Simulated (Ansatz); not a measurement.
Planning a GW calculation on Si3N4 (Fd-3m).

```
Si N
1.0
     0.00000    3.89372    3.89372
     3.89372    0.00000    3.89372
     3.89372    3.89372    0.00000
Si N
6 8
Direct
  0.12500 0.12500 0.62500
  0.12500 0.62500 0.12500
  0.62500 0.12500 0.12500
  0.12500 0.12500 0.12500
  0.75000 0.75000 0.75000
  0.50000 0.50000 0.50000
  0.36756 0.36756 0.36756
  0.35269 0.88244 0.88244
  0.88244 0.88244 0.35269
  0.88244 0.35269 0.88244
  0.36756 0.36756 0.89731
  0.36756 0.89731 0.36756
  0.88244 0.88244 0.88244
  0.89731 0.36756 0.36756
```

The cell and positions are those that the Materials Project relaxed with its own functionals (PBE, PBE+U or r2SCAN), kept fixed. This is not the form that Si3N4 usually takes at ambient conditions. PAW set soft_2, made with PBE.

Runs so far (Ansatz 0.2.0, start PBE, default PAW files, 4×4×4 mesh). Times are wall times on 1 × NVIDIA GB200 (shared by 2 runs) with 24 threads of Arm Neoverse V2, shared host, good to a factor of about two.

| bands summed | cutoff (eV) | gap on the mesh (eV) | time |
| --- | --- | --- | --- |
| 121 | 48 | 4.341 | 1.8 s |
| 284 | 96 | 4.520 | 2.5 s |

**Question.** What should the next rung give, with 574 bands and screening to 160 eV, and where is the limit?

The error falls about as one over the bands when the cutoff rises with them. A line through the two highest rungs given predicts 4.587 eV; the run gave 4.716 eV, a miss of 0.129 eV, so the law fails here: the steps don't follow it yet. The two highest rungs put the limit near 4.908 eV, the pair below near 4.652 eV; neither can be trusted until a further rung is run.

Gaps are over the mesh's points; an edge off the mesh would be missed. Limits: not at the basis limit.

[Paths, hosts, dates, memory and timing lines, banners, echoed tables and standing remarks are left out of the program output.]

[Logs are printed without paths, hosts, clocks, repeated set-up lines and the standing remarks that a program may print on its own settings, such as how far it seeks lower states.]

[Runs of the session that timed out or met a known fault of the program may be left out.]

[Cells called generated may have been cut or substituted from an entry of the Crystallography Open Database or the Materials Project.]

[Hosts, paths, dates, database ids (printed as entryN), source tags and the programs' standing remarks are cut or masked in the printed files.]
